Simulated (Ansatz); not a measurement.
# Ge wire along [100], 21 atoms a period, H-terminated: bands by functional and under strain, part 2 of 3

Aim: is the Ge wire along [100], 21 atoms a period, H-terminated a metal or a semiconductor?

Ansatz 0.2.0; DFT PBE, plane waves, PAW; relaxation of a wire's period; PAW set soft_1 (the session's first sound run).

So far. Step 2 (Relaxation of atoms and period): The cell's length comes to 5.789 Å with spin left out.

## 3. The perfect wire

This step: DFT PBE, plane waves, PAW; bands of a perfect wire; PAW set soft_1 (Ansatz 0.2.0).

At the relaxed period the bands are computed along the axis; those that cross an energy going forward count the channels that a perfect wire would open there.

Contents of input.yaml:

```yaml
crystal:
  lattice:
    - [17.241, 0.0, 0.0]
    - [0.0, 17.241, 0.0]
    - [0.0, 0.0, 5.7891363459]
  atoms:
    - { symbol: Ge, position: [0.335377406, 0.335377406, 0.994734413] }
    - { symbol: Ge, position: [0.335377406, 0.664641899, 0.005265587] }
    - { symbol: Ge, position: [0.500009653, 0.500009653, 0.0] }
    - { symbol: Ge, position: [0.664641899, 0.335377406, 0.005265587] }
    - { symbol: Ge, position: [0.664641899, 0.664641899, 0.994734413] }
    - { symbol: H, position: [0.189139673, 0.543647224, 0.141007395] }
    - { symbol: H, position: [0.456372081, 0.810879632, 0.141007395] }
    - { symbol: H, position: [0.543647224, 0.189139673, 0.141007395] }
    - { symbol: H, position: [0.810879632, 0.456372081, 0.141007395] }
    - { symbol: H, position: [0.282749584, 0.282749584, 0.146344972] }
    - { symbol: H, position: [0.717269721, 0.717269721, 0.146344972] }
    - { symbol: Ge, position: [0.253765969, 0.588503444, 0.268796541] }
    - { symbol: Ge, position: [0.417351813, 0.417351813, 0.248259029] }
    - { symbol: Ge, position: [0.411515861, 0.746253336, 0.268796541] }
    - { symbol: Ge, position: [0.588503444, 0.253765969, 0.268796541] }
    - { symbol: Ge, position: [0.582667492, 0.582667492, 0.248259029] }
    - { symbol: Ge, position: [0.746253336, 0.411515861, 0.268796541] }
    - { symbol: H, position: [0.213406754, 0.645850425, 0.436216754] }
    - { symbol: H, position: [0.354168881, 0.786612551, 0.436216754] }
    - { symbol: H, position: [0.645850425, 0.213406754, 0.436216754] }
    - { symbol: H, position: [0.786612551, 0.354168881, 0.436216754] }
    - { symbol: Ge, position: [0.334624322, 0.500009653, 0.5] }
    - { symbol: Ge, position: [0.500009653, 0.334624322, 0.5] }
    - { symbol: Ge, position: [0.500009653, 0.665394983, 0.5] }
    - { symbol: Ge, position: [0.665394983, 0.500009653, 0.5] }
    - { symbol: H, position: [0.213406754, 0.354168881, 0.563783246] }
    - { symbol: H, position: [0.354168881, 0.213406754, 0.563783246] }
    - { symbol: H, position: [0.645850425, 0.786612551, 0.563783246] }
    - { symbol: H, position: [0.786612551, 0.645850425, 0.563783246] }
    - { symbol: Ge, position: [0.253765969, 0.411515861, 0.731203459] }
    - { symbol: Ge, position: [0.411515861, 0.253765969, 0.731203459] }
    - { symbol: Ge, position: [0.417351813, 0.582667492, 0.751740971] }
    - { symbol: Ge, position: [0.582667492, 0.417351813, 0.751740971] }
    - { symbol: Ge, position: [0.588503444, 0.746253336, 0.731203459] }
    - { symbol: Ge, position: [0.746253336, 0.588503444, 0.731203459] }
    - { symbol: H, position: [0.282749584, 0.717269721, 0.853655028] }
    - { symbol: H, position: [0.717269721, 0.282749584, 0.853655028] }
    - { symbol: H, position: [0.189139673, 0.456372081, 0.858992605] }
    - { symbol: H, position: [0.456372081, 0.189139673, 0.858992605] }
    - { symbol: H, position: [0.543647224, 0.810879632, 0.858992605] }
    - { symbol: H, position: [0.810879632, 0.543647224, 0.858992605] }
kpoints:
  mp_grid: { grid: [1, 1, 14] }
  band_path: { path: ["Γ", Z], npoints: 90 }
scf:
  occupations: { method: fermi_dirac, width: 0.05 }
hamiltonian:
  xc: pbe
  pseudopotentials: { kind: paw, azcp: { folder: soft_1 } }
output:
  dos: { e_range: [-5, 4] }
  write_potential: true
  write_density: true
  volumetric_format: npy
```

Started as:

```
ansatz run input.yaml --threads 4 --pin off --max-ram 16384MiB --backend cpu --events-out ev --progress --plain --runs-dir out
```

Numbers of over 12 decimals in the logs are rounded to 6 here.

The program printed:

```text
[...]
Crystal: 41 atoms, lattice volume = 1720.833 Å³
Basis set: ecut = 420 eV, 33675 PW (Γ)
Bands: 198, of which v1, the nominal top of the filled ones, is band 157 counted from 1 (156 counted from 0)
Symmetry: 8 space group operations
[...]
k-points: 8 of 14
[...]
SCF iter   1: F=—  HF=-90512.745668 eV  |F-HF|=—  |Δ(HF+E_count)|=         —  Δρ=3.55e-2  dr2=1.80e1  ethr=3.10e-3  ⟨swp⟩=6.4  Hψ=6260  notcnv=0  defer=78
[...]
SCF iter  10: F=-90507.792036 eV  HF=-90507.792036 eV  |F-HF|=6.68e-9  |Δ(HF+E_count)|=   1.32e-7  Δρ=1.01e-6  dr2=1.29e-8  ethr=3.18e-11  ⟨swp⟩=13.8  Hψ=8081  notcnv=0
SCF 1 converged in 10 iterations: F = -90507.792036 eV  dr2 = 1.29e-8
[...]
NSCF: frozen V_eff on 91 k-points
WARN: pass on a band path, mesh or list of k-points: the 91 k-points are solved 48 at a time at the most, because the 14.40 GiB of host memory that the pass is priced against does not hold them all with the solver's workspace as planned. The pass can take longer, above all where fewer k-points are solved at a time than the run has threads. As a rule a larger memory budget leaves room for more at once. The budget is what a run with no `--max-ram-frac` typed is planned for, 0.8 of the host's memory or its container's limit. More memory there lifts it, and so does a share over 0.88 that is typed (of such a share the budget is ten elevenths): [rest of the remark cut]
WARN: The output density's exchange-correlation potential varies sharply where the density is thin. Do not read a vacuum level from v_tot or v_xc, or from such a field of the output density. On a cell that repeats whose density bears no net charge and no dipole along the vacuum's axis use v_es (v_loc + v_h of the components); under efield.dipole_correction with no amplitude use v_es + v_field, which holds any externa [...]
SCF converged after 10 iterations
Free energy (F): -90507.792036 eV
[...]
Internal energy: -90507.792036 eV  (E = F + TS)
E sigma→0 (E₀):  -90507.792036 eV
Fermi energy:    -0.436700 eV
[...]
--- Band table (eV; the first three rows and the last of 8) ---
  k-point 0: bands = [... 153 lower, -2.0621, -1.8136, -1.8136, -1.7252, 0.9801, 1.0631, 1.2732, 1.2732, ... 37 higher]
  k-point 1: bands = [... 153 lower, -2.0990, -1.8227, -1.8227, -1.7371, 0.9976, 1.1203, 1.3029, 1.3029, ... 37 higher]
  k-point 2: bands = [... 153 lower, -2.1946, -1.8446, -1.8446, -1.7774, 1.0467, 1.2650, 1.3302, 1.3302, ... 37 higher]
  k-point 7: bands = [... 153 lower, -2.2731, -2.2714, -2.2061, -2.2061, 0.8380, 0.9215, 1.0275, 1.0275, ... 37 higher]
```

The job ended after 19 min (4 threads of Arm Neoverse V1, shared host; peak memory 12 GiB; 76 min of CPU time).

Reading the cycles: dr2 is the Hartree energy of the density residual (eV), the measure of convergence; HF is the Harris–Foulkes estimate of the energy, which meets the free energy F at convergence.

Numbers from this step:

* band gap: 2.561 eV

The electronic bands at the labelled points (eV, zero at the Fermi level; v1 is the highest filled band, c1 the lowest empty one):

```tsv
point	v4	v3	v2	v1	c1	c2	c3	c4
Γ	-1.63	-1.38	-1.38	-1.29	1.42	1.50	1.71	1.71
halfway	-1.91	-1.47	-1.45	-1.45	1.53	1.54	1.54	1.74
Z	-1.84	-1.83	-1.77	-1.77	1.27	1.36	1.46	1.46
```

The gap is 2.56 eV, with spin left out.

On this path the gap is indirect, 2.56 eV, with the valence top at Γ and the conduction bottom between Γ and Z. The least direct gap is 2.71 eV.

## 4. Another level of theory, cutoff 500 eV, k-mesh 1×1×11

This step: DFT r2SCAN, plane waves, PAW; bands of a perfect wire at the PBE geometry; PAW set soft_1 (Ansatz 0.2.0).

The atoms stay at the PBE geometry and the functional changes. r2SCAN also reads the kinetic-energy density; it often gives larger moments and wider gaps than PBE, at a higher cost. Against the first PBE run of this kind, the cutoff is 500 eV against 420 and the mesh along the wire has 11 points against 14.

input.yaml, as its differences from that of step 3:

```diff
@@ -48,3 +48,3 @@
 kpoints:
-  mp_grid: { grid: [1, 1, 14] }
+  mp_grid: { grid: [1, 1, 11] }
   band_path: { path: ["Γ", Z], npoints: 90 }
@@ -53,8 +53,3 @@
 hamiltonian:
-  xc: pbe
+  xc: r2scan
   pseudopotentials: { kind: paw, azcp: { folder: soft_1 } }
-output:
-  dos: { e_range: [-5, 4] }
-  write_potential: true
-  write_density: true
-  volumetric_format: npy
```

The program printed:

```text
[...]
Crystal: 41 atoms, lattice volume = 1720.833 Å³
Basis set: ecut = 500 eV, 43753 PW (Γ), exchange–correlation on 512×512×180 points (64 copies of the dense FFT grid, shifted against one another)
Bands: 198, of which v1, the nominal top of the filled ones, is band 157 counted from 1 (156 counted from 0)
Symmetry: 8 space group operations
[...]
k-points: 6 of 11
[...]
SCF iter   1: F=—  HF=-90678.213857 eV  |F-HF|=—  |Δ(HF+E_count)|=         —  Δρ=3.46e-2  dr2=1.68e1  dr2_τ=1.44e-1  ethr=3.10e-3  ⟨swp⟩=6.7  Hψ=4783  notcnv=0  defer=37
[...]
SCF iter  10: F=-90675.502717 eV  HF=-90675.502717 eV  |F-HF|=6.02e-8  |Δ(HF+E_count)|=   5.03e-7  Δρ=1.18e-6  dr2=2.39e-8  dr2_τ=4.01e-10  ethr=3.18e-11  ⟨swp⟩=14.2  Hψ=5421  notcnv=0
SCF 1 converged in 10 iterations: F = -90675.502717 eV  dr2 = 2.39e-8
[...]
SCF converged after 10 iterations
Free energy (F): -90675.502717 eV
[...]
Internal energy: -90675.502717 eV  (E = F + TS)
E sigma→0 (E₀):  -90675.502717 eV
Fermi energy:    -0.468877 eV
[...]
--- Band table (eV; the first three rows and the last of 6) ---
  k-point 0: bands = [... 153 lower, -2.2944, -2.0231, -2.0231, -1.9329, 1.1224, 1.1598, 1.3669, 1.3669, ... 37 higher]
  k-point 1: bands = [... 153 lower, -2.3537, -2.0379, -2.0379, -1.9532, 1.1863, 1.2174, 1.4168, 1.4168, ... 37 higher]
  k-point 2: bands = [... 153 lower, -2.4935, -2.0712, -2.0712, -2.0242, 1.2492, 1.3849, 1.3849, 1.4410, ... 37 higher]
  k-point 5: bands = [... 153 lower, -2.5218, -2.4759, -2.3826, -2.3826, 0.9849, 1.0934, 1.1598, 1.1598, ... 37 higher]
```

Run time: 31 min. Hardware: 4 threads; peak memory 12 GiB; 2 h of CPU time.

This step gave:

| Quantity | Value |
| --- | --- |
| band gap | 2.918 eV |

Electronic bands along the path, in eV, zero at the Fermi level; v1 is the highest filled band, c1 the lowest empty one:

```tsv
point	v4	v3	v2	v1	c1	c2	c3	c4
Γ	-1.83	-1.55	-1.55	-1.46	1.59	1.63	1.84	1.84
halfway	-2.12	-1.65	-1.63	-1.63	1.71	1.71	1.72	1.91
Z	-2.05	-2.04	-1.97	-1.97	1.46	1.52	1.63	1.63
```

The gap is 2.92 eV, against 2.56 eV under PBE at the relaxed period.

## 5. Another level of theory, level HSE06, cutoff 420 eV

This step: DFT HSE06, plane waves, PAW; levels of a perfect wire at the PBE geometry; PAW set soft_1 (Ansatz 0.2.0).

The atoms stay at the PBE geometry and the functional changes. HSE06 mixes in a quarter of short-range exact exchange, which removes part of the self-interaction that closes gaps; it is dear, so the mesh is thinner and no path is run. Against the first PBE run of this kind, the mesh along the wire has 6 points against 14.

input.yaml, as its differences from that of step 4:

```diff
@@ -48,4 +48,3 @@
 kpoints:
-  mp_grid: { grid: [1, 1, 11] }
-  band_path: { path: ["Γ", Z], npoints: 90 }
+  mp_grid: { grid: [1, 1, 6] }
 scf:
@@ -53,3 +52,3 @@
 hamiltonian:
-  xc: r2scan
+  xc: hse06
   pseudopotentials: { kind: paw, azcp: { folder: soft_1 } }
```

The program printed:

```text
[...]
E sigma→0 (E₀):  -90527.124673 eV
Fermi energy:    -0.464774 eV
[...]
--- Band table (eV) ---
  k-point 0: bands = [... 153 lower, -2.5257, -2.2503, -2.2503, -2.1431, 1.3182]
  k-point 1: bands = [... 153 lower, -2.7034, -2.2871, -2.2871, -2.2241, 1.4819]
  k-point 2: bands = [... 153 lower, -2.8328, -2.4929, -2.3928, -2.3928, 1.3402]
  k-point 3: bands = [... 153 lower, -2.7551, -2.7454, -2.6658, -2.6658, 1.2100]
  guard bands above this table: 40 of the run's 198 bands. The solve was not asked for them (output.publish_guard_bands: true or output.eigenvalues: true publishes all)
[key lines of the parts left out:]
Free energy (F): -90527.124673 eV
```

Elapsed: 24 min, on 4 threads; peak memory 10 GiB.

Numbers from this step:

- band gap: 3.353 eV

The gap is 3.35 eV, against 2.56 eV under PBE at the relaxed period.

(Continued in part 3 of 3.)

[Logs are printed without paths, hosts, clocks, repeated set-up lines and the standing remarks that a program may print on its own settings, such as how far it seeks lower states.]

[Hosts, paths, dates, database ids (printed as entryN), source tags and the programs' standing remarks are cut or masked in the printed files.]
